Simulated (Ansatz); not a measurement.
**HfO2 (Fm-3m): zone-centre modes under pressure**

Aim: how do the optical modes of HfO2 (Fm-3m) move with volume?

Method: DFT LDA, scalar-relativistic, plane waves, PAW; PAW set soft_1, in Ansatz 0.2.0.

**1. Starting point**

Symmetry: Fm-3m, No. 225, cubic system. The conventional cell has a = 5.115 Å, b = 5.115 Å, c = 5.115 Å, α = 90.00°, β = 90.00°, γ = 90.00°. Nearest to O lie 4 Hf at 2.21 Å. Hf has 8 O at 2.21 Å nearest. Farther neighbours and most contacts between anions are not listed.

Coordinates:

```cif
data_structure
_symmetry_space_group_name_H-M 'Fm-3m'
_symmetry_Int_Tables_number 225
_cell_length_a 5.1150
_cell_length_b 5.1150
_cell_length_c 5.1150
_cell_angle_alpha 90.000
_cell_angle_beta 90.000
_cell_angle_gamma 90.000
_cell_volume 133.82
loop_
_atom_site_label
_atom_site_type_symbol
_atom_site_symmetry_multiplicity
_atom_site_Wyckoff_symbol
_atom_site_fract_x
_atom_site_fract_y
_atom_site_fract_z
_atom_site_occupancy
O1 O 8 c 0.25000 0.75000 0.75000 1
Hf1 Hf 4 a 0.00000 0.00000 0.00000 1
```

**2. A rough relaxation first**

The start is far from rest, so a relaxation with loose tolerances brings it close first.

File input.yaml:

```yaml
crystal:
  lattice:
    - [0.0, 2.5575, 2.5575]
    - [2.5575, 0.0, 2.5575]
    - [2.5575, 2.5575, 0.0]
  atoms:
    - { symbol: O, position: [0.25, 0.25, 0.25] }
    - { symbol: O, position: [0.75, 0.75, 0.75] }
    - { symbol: Hf, position: [0.0, 0.0, 0.0] }
kpoints:
  mp_grid: { grid: [6, 6, 6] }
hamiltonian:
  xc: lda
  pseudopotentials: { kind: paw, azcp: { folder: soft_1 }, xc_functional: pbe }
scf:
  occupations: { method: gaussian, width: 0.1 }
output:
  forces: true
  stress: true
  eigenvalues: true
relax:
  adjacent_minimum: "off"
  f_tol: 0.05
  max_steps: 80
  cell: { stress_tol: 0.5 }
```

Command:

```
ansatz run input.yaml --threads 4 --pin off --max-ram 10240MiB --backend cpu --events-out ev --progress --plain --runs-dir out
```

Numbers of over 12 decimals in the logs are rounded to 6 here.

What it wrote:

```text
The last accepted step is kept in <dir> (removed where the run ends without a failure and the disk answers)
Engine: ansatz 0.2.0, aarch64-unknown-linux-gnu
Pseudopotentials: kind: paw
Pseudopotential: O, paw, valence charge 6, recommended cutoff 420 eV (normal), soft_1/O.paw.azcp
Pseudopotential: Hf, paw, valence charge 26, recommended cutoff 420 eV (normal), soft_1/Hf.paw.azcp
Functional definition: SPW92
[...]
F+E_penalty+E_count = -16593.62036798 eV   max|allowed force component| = 1.581e-17 eV/Å   (the final SCF, on the basis selected at the relaxed cell)
  cell:  # Å, volume = 31.3312 Å³
    - [0, 2.502162, 2.502162]
    - [2.502162, 0, 2.502162]
    - [2.502162, 2.502162, 0]
  atoms:
    - { symbol: O, position: [0.25, 0.25, 0.25] }
    - { symbol: O, position: [0.750000, 0.750000, 0.750000] }
    - { symbol: Hf, position: [0, 0, 0] }
[key lines of the parts left out:]
SCF converged after 5 iterations
Free energy (F): -16593.620368 eV
Fermi energy:    17.022478 eV
P = ⅓ Tr σ = -0.4324 GPa (-4.324 kbar)
```

Wall time 2 s (4 threads of Arm Neoverse V1, shared host); peak memory 0.29 GiB.

Relaxation path:

| step | energy less that of the first step (eV) | largest force component (eV/Å) | pressure (GPa) | volume (Å³) |
| --- | --- | --- | --- | --- |
| 1 | 0.0000 | 0.0000 | -16.46 | 33.46 |
| 2 | -0.1203 | 0.0000 | 5.06 | 30.80 |
| 3 | -0.1255 | 0.0000 | -0.50 | 31.38 |
| 4 | -0.1258 | 0.0000 | -0.01 | 31.33 |
| 5* | -0.1185 | 0.0000 | -0.43 | 31.33 |

Relaxation steps marked * repeat the geometry before them on a plane-wave basis chosen anew for their cell, so energy and pressure can jump there.

The run keeps the 48 symmetry operations that it works with, so distortions that break them were not tested.

| conventional cell, symmetrised | before | after | change |
| --- | --- | --- | --- |
| a (Å) | 5.115 | 5.004 | -2.2 % |
| b (Å) | 5.115 | 5.004 | -2.2 % |
| c (Å) | 5.115 | 5.004 | -2.2 % |
| volume (Å³/atom) | 11.15 | 10.44 | -6.4 % |

The relaxed structure:

```xyz
3
Lattice="0.0000 2.5022 2.5022 2.5022 0.0000 2.5022 2.5022 2.5022 0.0000" Properties=species:S:1:pos:R:3 pbc="T T T"
O     1.2511    1.2511    1.2511
O     3.7532    3.7532    3.7532
Hf    0.0000    0.0000    0.0000
```

A gap read on the k-mesh alone can miss the band edges.

Numbers from this step:

```
pressure          : -0.4324 GPa
gap on the k-mesh : 3.658 eV
volume per atom   : 10.44 Å³
```

In this step the volume went from 11.15 to 10.44 Å³/atom.

**3. Relaxation**

The cell and atoms are relaxed, since residual forces and stress would shift the frequencies.

input.yaml, the sections that differ from step 2:

```yaml
crystal:
  lattice:
    - [0.0, 2.5021624927, 2.5021624927]
    - [2.5021624927, 0.0, 2.5021624927]
    - [2.5021624927, 2.5021624927, 0.0]
  atoms:
    - { symbol: O, position: [0.25, 0.25, 0.25] }
    - { symbol: O, position: [0.75, 0.75, 0.75] }
    - { symbol: Hf, position: [0.0, 0.0, 0.0] }
kpoints:
  mp_grid: { grid: [8, 8, 8] }
scf:
  occupations: { method: gaussian, width: 0.02 }
relax:
  adjacent_minimum: "off"
  f_tol: 0.005
  max_steps: 80
  cell: { stress_tol: 0.05 }
# hamiltonian, output: as in step 2
```

What it wrote:

```text
[...]
Crystal: 3 atoms, lattice volume = 31.331 Å³
Basis set: ecut = 420 eV, 609 PW (Γ)
Bands: 23, of which v1, the nominal top of the filled ones, is band 19 counted from 1 (18 counted from 0)
Symmetry: 48 space group operations
[...]
k-points: 29 of 512
[...]
k-point 28: bands = [... 15 lower, 12.5098, 12.5098, 13.6786, 14.9985, 20.0072, 20.3672, 22.5849, 22.5849]
--- Relaxed structure (3 steps of the walk, 3 accepted, 1 SCFs on fresh bases) ---
[...]
cell:  # Å, volume = 31.2840 Å³
    - [0, 2.500908, 2.500908]
    - [2.500908, 0, 2.500908]
    - [2.500908, 2.500908, 0]
  atoms:
    - { symbol: O, position: [0.25, 0.25, 0.25] }
    - { symbol: O, position: [0.750000, 0.750000, 0.750000] }
    - { symbol: Hf, position: [0, 0, 0] }
[key lines of the parts left out:]
SCF converged after 5 iterations
Free energy (F): -16593.620049 eV
Fermi energy:    17.054184 eV
P = ⅓ Tr σ = -0.0126 GPa (-0.126 kbar)
```

The job ended after 2.1 s (4 threads; peak memory 0.32 GiB).

Little changed from the start: no atom moved by 0.005 Å and no cell edge by 0.1 %.

This step gave:

```yaml
pressure: -0.01258 GPa
gap_on_the_k_mesh: 3.661 eV
volume_per_atom: 10.43 Å³
```

In this step the volume went from 10.44 to 10.43 Å³/atom.

**4. Tight relaxation**

Phonons need small forces and stress, so the relaxation is finished with tight tolerances on 8×8×8 k points.

input.yaml, the sections that differ from step 3:

```yaml
crystal:
  lattice:
    - [0.0, 2.5009076262, 2.5009076262]
    - [2.5009076262, 0.0, 2.5009076262]
    - [2.5009076262, 2.5009076262, 0.0]
  atoms:
    - { symbol: O, position: [0.25, 0.25, 0.25] }
    - { symbol: O, position: [0.75, 0.75, 0.75] }
    - { symbol: Hf, position: [0.0, 0.0, 0.0] }
scf:
  occupations: { method: fixed }
relax:
  adjacent_minimum: "off"
  f_tol: 0.001
  max_steps: 60
  cell: { stress_tol: 0.01 }
# kpoints, hamiltonian, output: as in step 3
```

What it wrote:

```text
[...]
Crystal: 3 atoms, lattice volume = 31.284 Å³
Basis set: ecut = 420 eV, 609 PW (Γ)
Bands: 23, of which v1, the nominal top of the filled ones, is band 19 counted from 1 (18 counted from 0)
Symmetry: 48 space group operations
[...]
k-points: 29 of 512
[...]
k-point 28: bands = [... 15 lower, 12.5106, 12.5106, 13.6795, 14.9995, 20.0084, 20.3684, 22.5864, 22.5864]
--- Relaxed structure (2 steps of the walk, 2 accepted, 1 SCFs on fresh bases) ---
[...]
cell:  # Å, volume = 31.2825 Å³
    - [0, 2.500866, 2.500866]
    - [2.500866, 0, 2.500866]
    - [2.500866, 2.500866, 0]
  atoms:
    - { symbol: O, position: [0.25, 0.25, 0.25] }
    - { symbol: O, position: [0.750000, 0.750000, 0.750000] }
    - { symbol: Hf, position: [0, 0, 0] }
[key lines of the parts left out:]
SCF converged after 4 iterations
Free energy (F): -16593.620057 eV
Fermi energy:    15.224508 eV
P = ⅓ Tr σ = 0.0014 GPa (0.014 kbar)
```

It took 1.6 s on 4 threads; peak memory 0.31 GiB; 4.8 s of CPU time.

Little changed from the start: no atom moved by 0.005 Å and no cell edge by 0.1 %.

Numbers from this step:

| Item | Value |
| --- | --- |
| pressure | 0.001431 GPa |

The forces vanish by symmetry and the pressure is 0.001 GPa, within the tolerances set. The cell now holds 10.43 Å³/atom.

**5. Modes at rest**

The modes at rest are the reference of the series, and the response to a field gives the dielectric tensor and the Born charges.

input.yaml, the sections that differ from step 4:

```yaml
crystal:
  lattice:
    - [0.0, 2.5008662487, 2.5008662487]
    - [2.5008662487, 0.0, 2.5008662487]
    - [2.5008662487, 2.5008662487, 0.0]
  atoms:
    - { symbol: O, position: [0.25, 0.25, 0.25] }
    - { symbol: O, position: [0.75, 0.75, 0.75] }
    - { symbol: Hf, position: [0.0, 0.0, 0.0] }
output:
  eigenvalues: true
phonons:
  method: dfpt
  dielectric: true
  rigid_motions: translations
  raman: true
# kpoints, hamiltonian, scf: as in step 4
# relax: removed
```

What it wrote:

```text
[...]
Crystal: 3 atoms, lattice volume = 31.282 Å³
Basis set: ecut = 420 eV, 609 PW (Γ), exchange–correlation on 48×48×48 points (8 copies of the dense FFT grid, shifted against one another)
Bands: 23, of which v1, the nominal top of the filled ones, is band 19 counted from 1 (18 counted from 0)
Symmetry: 48 space group operations
k-points: 95 of 512 (irreducible under 4 space group operations, time reversal used)
[...]
SCF iter   1: F=—  HF=-16594.311839 eV  |F-HF|=—  |Δ(HF+E_count)|=         —  Δρ=9.06e-2  dr2=1.96e0  ethr=3.10e-3  ⟨swp⟩=4.0  Hψ=7195  notcnv=0  defer=184
[...]
SCF iter   9: F=-16593.620059 eV  HF=-16593.620059 eV  |F-HF|=4.37e-11  |Δ(HF+E_count)|=  8.37e-11  Δρ=2.44e-7  dr2=1.99e-11  ethr=1.00e-12  ⟨swp⟩=8.4  Hψ=14983  notcnv=0
SCF 1 converged in 9 iterations: F = -16593.620059 eV  dr2 = 1.99e-11
[...]
DFPT response loops at Γ: preconditioner auto → none (the input reference at scf.mixing.eps_inf says where Resta's filter doesn't serve); β = 0.50; Broyden in place of MSR1
── the response to a field inside a basis, on 10×10×10 k-points: an SCF that follows is theirs, and a resumed run solves both again ──
Bands: 20, of which v1, the nominal top of the filled ones, is band 19 counted from 1 (18 counted from 0)
k-points: 110 of 1000 (irreducible under 12 space group operations)
[...]
Eigensolver: Dense (110 Hₖ)
SCF iter   1: F=—  HF=-16593.622912 eV  |F-HF|=—  |Δ(HF+E_count)|=         —  Δρ=6.86e-4  dr2=2.18e-5  ethr=1.00e-1
[...]
SCF iter   7: F=-16593.622898 eV  HF=-16593.622898 eV  |F-HF|=3.64e-12  |Δ(HF+E_count)|=    0.00e0  Δρ=3.90e-8  dr2=1.57e-13  ethr=1.00e-12
SCF 1 converged in 7 iterations: F = -16593.622898 eV  dr2 = 1.57e-13
[...]
SCF converged after 9 iterations
Free energy (F): -16593.620059 eV
[...]
Internal energy: -16593.620059 eV  (E = F + TS)
E sigma→0 (E₀):  -16593.620059 eV
Fermi energy:    15.224507 eV
[...]
--- Band table (eV; the first three rows and the last of 95) ---
  k-point 0: bands = [... 15 lower, 9.4991, 14.5762, 14.5762, 14.5762, 18.9887, 18.9887, 21.1487, 26.0868]
  k-point 1: bands = [... 15 lower, 9.9831, 14.1086, 14.2603, 14.2603, 19.3145, 19.3145, 21.7498, 25.3066]
  k-point 2: bands = [... 15 lower, 11.0678, 13.1688, 13.7064, 13.7064, 19.7912, 19.7912, 22.3357, 24.7326]
  k-point 94: bands = [... 15 lower, 12.5106, 12.5106, 13.6795, 14.9995, 20.0084, 20.3684, 22.5864, 22.5864]
--- Phonons (Γ-DFPT): 2 representative perturbations + reference, on 95 of 512 k-points (Σ response iterations 9) ---
  k mesh reduced under 4 symmetry operations, with k and −k counted as one. Each operation leaves every solved perturbation unchanged. A smaller set is not considered because the run solves the response to a homogeneous field
  ASR residual: 1.105e-4 → 0.000e0 eV/Å²; symmetrization residual: 6.284e-7 eV/Å²
  ASR residual per site (eV/Å²): 2.96e-5 2.96e-5 1.10e-4
  Γ frequencies (cm⁻¹): 0.00 0.00 0.00 248.35 248.35 248.35 596.47 596.47 596.47
  ε∞ (high-frequency dielectric tensor):
        5.395184     0.000000    -0.000000
        0.000000     5.395184     0.000000
        0.000000     0.000000     5.395184
  ε⁰ (static dielectric tensor: ions relaxed, cell fixed):
       34.759922     0.000000    -0.000000
        0.000000    34.759922    -0.000000
       -0.000000    -0.000000    34.759922
  ε⁰ − ε∞ (ionic part):
       29.364738     0.000000    -0.000000
        0.000000    29.364738    -0.000000
       -0.000000    -0.000000    29.364738
  softest optical mode at Γ: 248.35 cm⁻¹; the repairs (sum rule, projections) moved no ω² at Γ by more than (0.77 cm⁻¹)²
  Born effective charges Z* (e; rows j = field, columns β = displacement):
    site 0:
        -2.79476    0.00000   -0.00000
        -0.00000   -2.79476   -0.00000
         0.00000    0.00000   -2.79476
    site 1:
        -2.79476    0.00000   -0.00000
         0.00000   -2.79476   -0.00000
         0.00000    0.00000   -2.79476
    site 2:
         5.58953   -0.00000    0.00000
        -0.00000    5.58953    0.00000
         0.00000   -0.00000    5.58953
  Z* charge neutrality: 2.385e-5 e pre-enforcement
  k-mesh period / interband length: 28.3 Å / 1.35 Å = 20.98 at k = (0.0000, 0.0000, 0.0000), direct gap 4.413 eV — 14 or more, which is no proof of convergence
  Raman tensors (in the event stream and the table raman_tensors.tsv): an entry may err by 4.4e-3 Å², one of the second-order susceptibility by 4.0e-20 pm/V (basis, points and sum rule); their sum over the sites missed zero by 4.441e-16 Å² ahead of its enforcement
  optical modes at Γ without the LO–TO term, one row a degenerate level:
      ω (cm⁻¹)  modes    IR ((D/Å)²/amu)  static Raman (Å⁴/amu)  depolarisation
        248.35      3            79.6941                 0.0000               —
        596.47      3             0.0000                53.4680           0.750
  optical modes at Γ + LO–TO along q̂ = [1.0000, 0.0000, 0.0000]:
      ω (cm⁻¹)  modes    IR ((D/Å)²/amu)  static Raman (Å⁴/amu)  depolarisation
        248.35      2            53.1294                 0.0000               —
        596.47      3             0.0000                53.4680           0.750
        630.38      1            26.5647                 0.0000               —
  optical modes at Γ + LO–TO along q̂ = [0.0000, 1.0000, 0.0000]:
      ω (cm⁻¹)  modes    IR ((D/Å)²/amu)  static Raman (Å⁴/amu)  depolarisation
        248.35      2            53.1294                 0.0000               —
        596.47      3             0.0000                53.4680           0.750
        630.38      1            26.5647                 0.0000               —
  optical modes at Γ + LO–TO along q̂ = [0.0000, 0.0000, 1.0000]:
      ω (cm⁻¹)  modes    IR ((D/Å)²/amu)  static Raman (Å⁴/amu)  depolarisation
        248.35      2            53.1294                 0.0000               —
        596.47      3             0.0000                53.4680           0.750
        630.38      1            26.5647                 0.0000               —
```

Elapsed: 3.1 min, on 4 threads; peak memory 1.4 GiB; 12 min of CPU time.

The column dr2 measures how far the density is from self-consistency, as an energy; F and HF (Harris–Foulkes) agree once it is small.

Numbers from this step:

* sum-rule residual before enforcement: 1.10e-4 eV/Å²
* miss of the charge sum rule: 2.38e-5 e
* point group: m-3m
* highest optical mode at the zone centre (no LO-TO term): 596.5 cm⁻¹
* lowest optical zone-centre mode: 248.3 cm⁻¹
* mean high-frequency dielectric constant: 5.395
* largest Born charge (third of the trace): 5.590 e
* mean static dielectric constant: 34.76
* top of the zone-centre spectrum with the field: 630.4 cm⁻¹

Without the LO-TO term. Patterns of degenerate modes are one choice out of their space. The modes at Γ (shares of kinetic energy by element, %):

| mode | frequency (cm⁻¹) | symmetry | O % | Hf % |
| --- | --- | --- | --- | --- |
| 1 | 0.0 | acoustic | 15 | 85 |
| 2 | 0.0 | acoustic | 15 | 85 |
| 3 | 0.0 | acoustic | 15 | 85 |
| 4 | 248.3 | T1u | 85 | 15 |
| 5 | 248.3 | T1u | 85 | 15 |
| 6 | 248.3 | T1u | 85 | 15 |
| 7 | 596.5 | T2g | 100 | 0 |
| 8 | 596.5 | T2g | 100 | 0 |
| 9 | 596.5 | T2g | 100 | 0 |

Displacements in mode 6 (248.3 cm⁻¹), the largest set to 1:
```
O1   1.00  0.12 -0.21
O2   1.00  0.12 -0.21
Hf3 -0.18 -0.02  0.04
```

Displacements in mode 9 (596.5 cm⁻¹), the largest set to 1:
```
O1   1.00  0.00  0.00
O2  -1.00  0.00  0.00
Hf3  0.00  0.00  0.00
```

Optical modes at the zone centre, without and with the macroscopic field of the longitudinal modes; each column is sorted by frequency, so a row need not hold one and the same mode. Modes with and without the field, by row:

| rank among optical modes | no field (cm⁻¹) | q along (1, 0, 0) (cm⁻¹) |
| --- | --- | --- |
| 1 | 248.3 | 248.3 |
| 2 | 248.3 | 248.3 |
| 3 | 248.3 | 596.5 |
| 4 | 596.5 | 596.5 |
| 5 | 596.5 | 596.5 |
| 6 | 596.5 | 630.4 |

Born charge (rows field, columns displacement) (e), principal values of the symmetric part by kind of site:

| atom | atoms with these values | low | middle | high | mean |
| --- | --- | --- | --- | --- | --- |
| O1 | 2 | -2.79 | -2.79 | -2.79 | -2.79 |
| Hf3 | 1 | 5.59 | 5.59 | 5.59 | 5.59 |

In full for O1:

```
-2.79  0.00  0.00
 0.00 -2.79  0.00
 0.00  0.00 -2.79
```

High-frequency dielectric tensor:

```
5.40 0.00 0.00
0.00 5.40 0.00
0.00 0.00 5.40
```

Static dielectric tensor (ions relaxed, fixed cell):

```
34.76  0.00  0.00
 0.00 34.76  0.00
 0.00  0.00 34.76
```

Transverse modes. Lines of the infrared spectrum (strongest = 100):

| position (cm⁻¹) | label | relative intensity |
| --- | --- | --- |
| 248 | T1u | 100 |
| 596 | T2g | 0.0 |

Activity x (w_L - w)^4 (n + 1)/w, 532 nm, 300 K; modes without the macroscopic field alone. Raman lines, with heights relative to the strongest:

| position (cm⁻¹) | label | relative intensity |
| --- | --- | --- |
| 248 | T1u | 0.0 |
| 596 | T2g | 100 |

Before it was imposed, the acoustic sum rule was missed by 1.1e-4 eV/Å² and the charge sum rule by 2.4e-5 e. Small misses are needed for a sound result but don't prove that mesh and cutoff are converged. The lowest optical mode is real, 248 cm⁻¹.

**6. Ground state of a member: 1.06 times the volume at rest**

The cell is set to 1.06 times the volume at rest; symmetry leaves nothing else free, so this is a single point.

input.yaml, the sections that differ from step 5:

```yaml
crystal:
  lattice:
    - [0.0, 2.5499152943, 2.5499152943]
    - [2.5499152943, 0.0, 2.5499152943]
    - [2.5499152943, 2.5499152943, 0.0]
  atoms:
    - { symbol: O, position: [0.25, 0.25, 0.25] }
    - { symbol: O, position: [0.75, 0.75, 0.75] }
    - { symbol: Hf, position: [0.0, 0.0, 0.0] }
output:
  forces: true
  stress: true
  eigenvalues: true
# kpoints, hamiltonian, scf: as in step 5
# phonons: removed
```

What it wrote:

```text
[...]
Crystal: 3 atoms, lattice volume = 33.159 Å³
Basis set: ecut = 420 eV, 645 PW (Γ)
Bands: 23, of which v1, the nominal top of the filled ones, is band 19 counted from 1 (18 counted from 0)
Symmetry: 48 space group operations
[...]
k-points: 29 of 512
[...]
SCF iter   1: F=—  HF=-16594.208615 eV  |F-HF|=—  |Δ(HF+E_count)|=         —  Δρ=9.06e-2  dr2=2.02e0  ethr=3.10e-3  ⟨swp⟩=4.0  Hψ=2192  notcnv=0  defer=58
[...]
SCF iter   8: F=-16593.530653 eV  HF=-16593.530653 eV  |F-HF|=6.15e-10  |Δ(HF+E_count)|=   1.42e-7  Δρ=2.95e-6  dr2=1.10e-9  ethr=2.63e-10  ⟨swp⟩=7.4  Hψ=3522  notcnv=0
SCF 1 converged in 8 iterations: F = -16593.530653 eV  dr2 = 1.10e-9
[...]
SCF converged after 8 iterations
Free energy (F): -16593.530653 eV
[...]
Internal energy: -16593.530653 eV  (E = F + TS)
E sigma→0 (E₀):  -16593.530653 eV
Fermi energy:    14.089842 eV
[...]
--- Stress (GPa, compression-positive) ---
      -14.548136      -0.000000       0.000000
        0.000000     -14.548136      -0.000000
       -0.000000      -0.000000     -14.548136
  P = ⅓ Tr σ = -14.5481 GPa (-145.481 kbar)
--- Band table (eV; the first three rows and the last of 29) ---
  k-point 0: bands = [... 15 lower, 8.7451, 13.4728, 13.4728, 13.4728, 17.7394, 17.7394, 19.5635, 24.2349]
  k-point 1: bands = [... 15 lower, 9.1720, 13.0066, 13.1831, 13.1831, 18.0277, 18.0277, 20.1744, 23.5434]
  k-point 2: bands = [... 15 lower, 10.1506, 12.0854, 12.6597, 12.6597, 18.4531, 18.4531, 20.8430, 22.9923]
  k-point 28: bands = [... 15 lower, 11.5097, 11.5097, 12.6512, 13.8849, 18.6662, 18.9786, 20.9513, 20.9513]
```

Wall time 0.68 s (4 threads); peak memory 0.3 GiB; 1.8 s of CPU time.

Numbers from this step:

| Quantity | Value |
| --- | --- |
| pressure | -14.55 GPa |
| gap on the k-mesh | 3.527 eV |
| volume per atom | 11.05 Å³ |

The forces vanish by symmetry, at a pressure of -14.55 GPa.

[end of part 1 of 2]

[Logs are printed without paths, hosts, clocks, repeated set-up lines and the standing remarks that a program may print on its own settings, such as how far it seeks lower states.]

[Hosts, paths, dates, database ids (printed as entryN), source tags and the programs' standing remarks are cut or masked in the printed files.]
